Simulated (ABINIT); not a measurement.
# LiNbO3 (R3c): G0W0 with and without spin-orbit coupling

Is the spin-orbit change of the gap of LiNbO3 (R3c) the same in DFT and in GW?

Program: ABINIT 10.8.3. Level of theory: PBE and many-body steps on it, plane waves. Results are calculated unless marked as measured.

Report form: the programs' logs are mostly left out.

## (1) Starting point

Symmetry: R3c, No. 161, trigonal system. Conventional cell: a = 5.152 Å, b = 5.152 Å, c = 13.869 Å, α = 90.00°, β = 90.00°, γ = 120.00°. Nearest to Li lie 6 O at 2.07 to 2.24 Å. Nearest to Nb lie 6 O at 1.88 to 2.13 Å. Nearest to O lie 2 Nb at 1.88 to 2.13 Å and 2 Li at 2.07 to 2.24 Å. Farther neighbours and most contacts between anions are not listed.

The cell and positions come from the Crystallography Open Database and are kept as given unless a step says otherwise.

## (2) Empty states on the mesh, 4×4×4 mesh, 82 bands

This step: ABINIT 10.8.3; DFT, PBE, plane waves, norm-conserving pseudopotentials.

The sums over transitions need many empty states on a uniform mesh; this step solves for them.

run.abi

```
acell 3*1.0 Angstrom
rprim 
  2.575800000019 1.487138823389 4.623000000000
  -2.575800000018 1.487138823389 4.623000000000
  0.000000000000 -2.974277646779 4.623000000000
ntypat 3
znucl 3 41 8
natom 10
typat 1 1 2 2 3 3 3 3 3 3
xred 
  0.281500000000 0.281500000000 0.281500000000
  0.781500000000 0.781500000000 0.781500000000
  0.000055000000 0.000055000000 0.000055000000
  0.500055000000 0.500055000000 0.500055000000
  0.112310000000 0.358360000000 0.719590000000
  0.719590000000 0.112310000000 0.358360000000
  0.358360000000 0.719590000000 0.112310000000
  0.219590000000 0.858360000000 0.612310000000
  0.858360000000 0.612310000000 0.219590000000
  0.612310000000 0.219590000000 0.858360000000
pp_dirpath "pseudos"
pseudos "Li.upf, Nb.upf, O.upf"
ecut 37
ngkpt 4 4 4
nshiftk 1
shiftk 0 0 0
kptopt 1
chksymbreak 0
iscf -2
irdden 1
istwfk *1
nband 82
nbdbuf 6
tolwfr 1e-09
nstep 60
prtvol 0
indata_prefix "in"
outdata_prefix "out"
tmpdata_prefix "tmp"
```

On the command line:

```console
OMP_NUM_THREADS=1 mpirun -n 4 abinit run.abi > log
```

The job ended after 81 s (4 MPI ranks of Arm Neoverse V1, shared host; peak memory 0.47 GiB; 5.4 min of CPU time).

This step gave:

```yaml
gap: 3.616 eV
k_of_the_valence_top: 0, 0, 0
k_of_the_conduction_bottom: 0.5, 0.25, 0
least_direct_gap: 3.618 eV
k_points_computed: 13
lowest_point_of_the_top_converged_band_above_the_valence_top: 26.99 eV
```

On this mesh the gap is 3.616 eV.

The density comes from a self-consistent run that is not shown.

## (3) Screening, 4×4×4 mesh, 76 bands, screening to 81.6 eV

The RPA dielectric matrix is built and inverted for each q.

This step: RPA screening on PBE, plane waves, norm-conserving pseudopotentials.

Edit run.abi of step 2 so:

```diff
@@ -28,10 +28,11 @@
 chksymbreak 0
-iscf -2
-irdden 1
 istwfk *1
-nband 82
-nbdbuf 6
-tolwfr 1e-09
-nstep 60
-prtvol 0
+occopt 1
+irdwfk 1
+optdriver 3
+nband 76
+ecuteps 3
+inclvkb 0
+awtr 1
+symchi 1
 indata_prefix "in"
```

Elapsed: 2.9 min, on 4 MPI ranks; peak memory 2.9 GiB; 12 min of CPU time.

Numbers from this step:

* ε∞ with local fields, on this mesh, along the program's q direction: 5.715
* the same without local fields: 6.251
* plasma frequency: 29.71 eV
* plane waves in the screening matrix: 175

Local fields lower ε∞ by 9 %.

## (4) Scalar-relativistic

The self-energy is evaluated for the states that the input lists, and the levels follow from it, in one-shot runs by the linearised quasiparticle equation.

This step: G0W0 on PBE, plane waves, norm-conserving pseudopotentials.

Edit run.abi of step 3 so:

```diff
@@ -31,8 +31,17 @@
 irdwfk 1
-optdriver 3
+optdriver 4
 nband 76
+gwcalctyp 0
+ecutsigx 37
+symsigma 1
+nkptgw 2
+kptgw 
+  0.0000000000 0.0000000000 0.0000000000
+  0.5000000000 0.2500000000 0.0000000000
+bdgw 
+  33 36
+  33 36
 ecuteps 3
-inclvkb 0
-awtr 1
-symchi 1
+irdscr 1
+ppmodel 1
 indata_prefix "in"
```

It took 25 s on 4 MPI ranks; peak memory 2.4 GiB; 100 s of CPU time.

This step gave:

| Property | Result |
| --- | --- |
| G0W0 gap on the points computed | 5.432 eV |
| starting gap on the mesh | 3.616 eV |
| k of the valence top | 0, 0, 0 |
| k of the conduction bottom | 0.5, 0.25, 0 |
| Z at the valence top | 0.771 |
| Z at the conduction bottom | 0.815 |
| least direct G0W0 gap on the computed points | 5.449 eV |

The gap on the mesh goes from 3.62 eV to 5.43 eV, a correction of +1.82 eV.

## (5) Empty states on the mesh, 4×4×4 mesh, 166 bands

This step: DFT, PBE with spin-orbit coupling, plane waves, norm-conserving pseudopotentials.

Edit run.abi of step 4 so:

```diff
@@ -23,2 +23,3 @@
 ecut 37
+nspinor 2
 ngkpt 4 4 4
@@ -28,20 +29,10 @@
 chksymbreak 0
+iscf -2
+irdden 1
 istwfk *1
-occopt 1
-irdwfk 1
-optdriver 4
-nband 76
-gwcalctyp 0
-ecutsigx 37
-symsigma 1
-nkptgw 2
-kptgw 
-  0.0000000000 0.0000000000 0.0000000000
-  0.5000000000 0.2500000000 0.0000000000
-bdgw 
-  33 36
-  33 36
-ecuteps 3
-irdscr 1
-ppmodel 1
+nband 166
+nbdbuf 14
+tolwfr 1e-09
+nstep 60
+prtvol 0
 indata_prefix "in"
```

Elapsed: 9.3 min, on 4 MPI ranks; peak memory 0.91 GiB.

Numbers from this step:

```yaml
gap: 3.578 eV
k_of_the_valence_top: 0, 0, 0
k_of_the_conduction_bottom: 0.5, 0.25, 0
least_direct_gap: 3.594 eV
k_points_computed: 13
lowest_point_of_the_top_converged_band_above_the_valence_top: 26.99 eV
```

On this mesh the gap is 3.578 eV.

The density comes from a self-consistent run that is not shown, made with spin-orbit coupling and fully relativistic files.

## (6) Screening, 4×4×4 mesh, 152 bands, screening to 81.6 eV

This step: RPA screening on PBE with spin-orbit coupling, plane waves, norm-conserving pseudopotentials.

Edit run.abi of step 5 so:

```diff
@@ -29,10 +29,11 @@
 chksymbreak 0
-iscf -2
-irdden 1
 istwfk *1
-nband 166
-nbdbuf 14
-tolwfr 1e-09
-nstep 60
-prtvol 0
+occopt 1
+irdwfk 1
+optdriver 3
+nband 152
+ecuteps 3
+inclvkb 0
+awtr 1
+symchi 1
 indata_prefix "in"
```

Wall time 31 min (4 MPI ranks); peak memory 10 GiB.

Numbers from this step:

| Quantity | Value |
| --- | --- |
| ε∞ with local fields, on this mesh, along the program's q direction | 5.715 |
| the same without local fields | 6.25 |
| plasma frequency | 29.71 eV |
| plane waves in the screening matrix | 175 |

## (7) With spin-orbit coupling

This step: G0W0 on PBE with spin-orbit coupling, plane waves, norm-conserving pseudopotentials.

Edit run.abi of step 6 so:

```diff
@@ -32,8 +32,17 @@
 irdwfk 1
-optdriver 3
+optdriver 4
 nband 152
+gwcalctyp 0
+ecutsigx 37
+symsigma 0
+nkptgw 2
+kptgw 
+  0.0000000000 0.0000000000 0.0000000000
+  0.5000000000 0.2500000000 0.0000000000
+bdgw 
+  65 72
+  66 71
 ecuteps 3
-inclvkb 0
-awtr 1
-symchi 1
+irdscr 1
+ppmodel 1
 indata_prefix "in"
```

Elapsed: 5.2 min, on 4 MPI ranks; peak memory 7.4 GiB; 21 min of CPU time.

Numbers from this step:

```
G0W0 gap on the points computed              : 5.397 eV
starting gap on the mesh                     : 3.578 eV
k of the valence top                         : 0, 0, 0
k of the conduction bottom                   : 0.5, 0.25, 0
Z at the valence top                         : 0.772
Z at the conduction bottom                   : 0.815
least direct G0W0 gap on the computed points : 5.424 eV
```

Against G0W0 in ABINIT (4×4×4 mesh, 76 bands, screening to 81.6 eV, Godby-Needs plasmon pole), the gap moves by −0.035 eV.

## (8) Side by side

Times are wall times on 4 MPI ranks of Arm Neoverse V1, shared host, good to a factor of about two. A run's time includes the screening step that it read.

```csv
run,mesh,bands,screening cutoff (eV),DFT gap (eV),gap on the mesh (eV),direct (eV),ε∞ used,time
scalar-relativistic,4×4×4,76,81.6,3.616,5.432,5.449,5.72,3.3 min
with spin-orbit coupling,4×4×4,152,81.6,3.578,5.397,5.424,5.72,36 min
```

## (9) Results

```json
{
 "scalar-relativistic": "5.432 eV",
 "with spin-orbit coupling": "5.397 eV",
 "known limits": "not at the basis limit; screening head approximate; no spin-orbit coupling in some runs"
}
```

With spin-orbit coupling: −0.035 eV against scalar-relativistic, −0.038 eV of it in the start. Bands and cutoff are finite, so the gap is not at the basis limit. The miss can reach some tenths of an eV and take either sign; the mesh is an error of its own. In the G0W0 runs levels were corrected at 2 k points alone, so a gap called «on the mesh» is the least over those, and an edge elsewhere would be missed. The long-wavelength limit of the screening leaves out the non-local commutator, which shifts ε∞.

[Paths, hosts, dates, memory and timing lines, banners, echoed tables and standing remarks are left out of the program output.]

[Logs are printed without paths, hosts, clocks, repeated set-up lines and the standing remarks that a program may print on its own settings, such as how far it seeks lower states.]

[Runs of the session that timed out or met a known fault of the program may be left out.]

[Hosts, paths, dates, database ids (printed as entryN), source tags and the programs' standing remarks are cut or masked in the printed files.]

[G0W0 gaps are taken among the corrected bands and points alone; a level outside them can change the order at an edge.]

[Where Ansatz stands beside ABINIT at settings called matched, ABINIT's density can come from a denser mesh and the files from another edition; pairs whose starting gaps differed by over 0.03 eV were left out, so agreement reads better than it is.]
